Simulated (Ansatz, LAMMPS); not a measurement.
# Glassy 83P2O5-17Al2O3 (mol %) (80 atoms): atom by atom

The starting structure: 80 atoms (20 P, 4 Al, 56 O) placed at random at 2.43 g/cm³, melted at 4000 K for 10 ps at fixed volume with the Morse and Coulomb pair potential with partial charges (Pedone, Malavasi, Menziani, Cormack and Segre, J. Phys. Chem. B 110, 11780 (2006)). Quenched from 4000 K to 300 K at 6 K/ps and fixed volume, held 10 ps at zero pressure.

This is step 2 of a relaxation. Method: Kohn-Sham DFT, PBEsol, PAW (set soft_2), plane waves (Ansatz 0.2.0); cutoff 420 eV, Γ point, fermi-dirac smearing of 0.05 eV; density 2.59 g/cm³.

Cell vectors (Å):

```
10.093 0.033 0.037
0.033 10.135 0.007
0.037 0.007 10.168
```

Positions in Å, forces in eV/Å:

```tsv
atom	x	y	z	fx	fy	fz
P1	4.071	9.657	8.858	2.445	-3.196	0.708
P2	1.505	8.520	0.092	-1.198	-2.674	0.131
P3	0.541	0.258	6.728	0.699	-1.632	3.554
P4	7.657	7.218	2.081	2.188	1.248	0.117
P5	1.766	2.607	5.281	-0.207	-1.087	0.138
P6	6.019	2.100	2.551	0.632	-4.335	0.386
P7	3.032	1.442	2.721	-0.515	-0.752	-3.547
P8	6.611	8.321	4.830	0.951	2.338	1.468
P9	4.679	7.235	6.917	-3.411	-1.672	-2.100
P10	9.909	0.250	1.926	-0.623	-0.505	4.676
P11	9.611	7.703	5.829	-0.372	-2.059	-0.789
P12	2.677	6.663	2.380	1.148	-1.504	-2.504
P13	3.582	9.000	4.133	-0.649	-0.424	1.959
P14	9.894	3.284	1.379	-0.139	-0.228	0.828
P15	9.262	5.783	8.113	-2.604	-1.779	-0.040
P16	1.539	4.028	9.075	0.845	-1.856	-1.231
P17	7.852	4.214	5.770	-1.757	-0.296	-1.070
P18	4.190	2.009	7.034	2.299	1.116	0.568
P19	8.132	1.150	8.405	-1.741	1.307	2.053
P20	7.053	4.459	0.858	1.164	0.062	1.655
Al21	4.688	4.662	8.836	-1.555	-0.086	-0.581
Al22	6.814	9.766	0.578	1.099	0.489	-0.142
Al23	6.912	1.311	5.593	-0.185	1.341	1.050
Al24	0.320	5.069	4.010	-1.632	1.301	-0.265
O25	3.033	7.736	3.412	-0.167	1.758	1.804
O26	0.326	6.753	4.935	0.647	0.061	-0.532
O27	9.393	0.716	7.575	1.474	-0.020	-0.986
O28	0.817	7.693	9.315	-0.037	0.487	-0.656
O29	1.631	5.708	2.895	-0.611	0.065	0.634
O30	3.920	6.064	1.855	-0.053	-0.275	-0.013
O31	2.322	2.164	3.897	-0.295	0.858	1.204
O32	3.520	10.110	3.021	0.207	0.442	-1.835
O33	8.627	4.821	4.607	1.757	0.471	-1.284
O34	9.744	1.756	1.355	-0.321	1.131	-1.287
O35	0.681	0.253	3.119	0.135	0.309	-0.741
O36	5.984	7.598	6.146	2.096	0.087	0.259
O37	3.592	7.005	5.923	0.777	0.053	0.938
O38	8.589	4.864	7.009	1.174	0.488	2.061
O39	0.858	1.444	5.782	-0.807	1.009	-1.664
O40	0.467	4.954	8.435	-0.038	1.518	-0.490
O41	9.117	7.105	2.237	-0.207	0.004	0.188
O42	8.058	0.195	9.633	-0.059	-0.918	-0.493
O43	5.266	9.739	9.798	-1.044	0.159	-0.766
O44	4.464	2.099	2.715	0.513	1.905	0.696
O45	8.086	2.694	5.848	0.418	-0.962	0.235
O46	7.035	0.820	7.424	-1.010	-0.399	-1.244
O47	6.947	7.608	3.472	-1.112	-0.701	-0.142
O48	4.627	3.101	7.987	-0.114	-0.033	-0.194
O49	2.886	9.171	9.735	0.723	1.674	-0.175
O50	9.633	7.013	7.238	0.508	1.107	1.228
O51	0.872	3.692	0.330	-0.232	0.603	1.154
O52	8.348	5.979	9.266	0.685	0.304	-0.618
O53	6.739	1.959	3.845	-0.535	0.453	-0.030
O54	8.143	2.537	8.942	0.595	0.173	-0.509
O55	8.175	7.778	5.422	-0.952	-0.257	-0.067
O56	4.008	0.771	7.981	-1.296	0.286	0.192
O57	6.293	0.903	1.638	-0.856	1.354	0.444
O58	6.476	3.354	1.831	-0.215	1.733	-0.069
O59	10.099	3.780	2.775	0.389	-0.246	-0.519
O60	0.659	9.597	0.795	0.462	0.446	-1.627
O61	4.872	6.111	7.923	1.092	-0.176	0.380
O62	2.843	9.607	5.238	-0.204	-0.200	0.582
O63	2.417	1.712	1.393	0.671	-0.413	1.500
O64	1.657	10.040	7.648	0.163	0.060	-0.389
O65	8.557	9.888	2.226	0.250	0.145	-1.632
O66	7.199	5.761	1.667	-1.925	-1.570	0.054
O67	10.130	9.136	6.012	0.419	1.048	-0.886
O68	5.078	8.762	4.360	0.137	0.015	-1.127
O69	5.995	4.517	10.023	0.201	0.195	-1.021
O70	5.123	1.588	5.961	0.130	-0.036	-0.592
O71	6.402	4.540	5.759	0.045	0.237	0.305
O72	1.587	2.777	8.299	0.055	0.023	0.187
O73	2.062	7.566	1.191	-0.072	0.300	0.884
O74	1.117	3.949	5.211	0.819	-0.960	0.286
O75	2.854	4.769	9.258	0.801	0.294	0.451
O76	8.545	3.954	0.901	-0.543	0.149	-1.184
O77	7.059	9.793	5.067	-0.213	-1.926	-0.735
O78	4.305	8.426	7.882	-0.080	2.236	0.970
O79	6.988	8.092	1.040	-0.594	-0.214	-0.068
O80	2.970	2.545	6.238	-0.632	0.550	-0.086
```

The quench rate of 6 K/ps is many orders above laboratory rates, so the cell is likely richer in defects and strain than a real sample. The network of bonds at the start is that of the classical potential that made the cell. Only the Γ point is sampled, in a cell whose shortest periodic width is 10 Å.

The r.m.s. force component is 1.15 eV/Å; the longest force, 4.74 eV/Å, acts on P10. The energy lies 48.7 meV/atom below that of the first step of this run.

[Logs are printed without paths, hosts, clocks, repeated set-up lines and the standing remarks that a program may print on its own settings, such as how far it seeks lower states.]

[Hosts, paths, dates, database ids (printed as entryN), source tags and the programs' standing remarks are cut or masked in the printed files.]
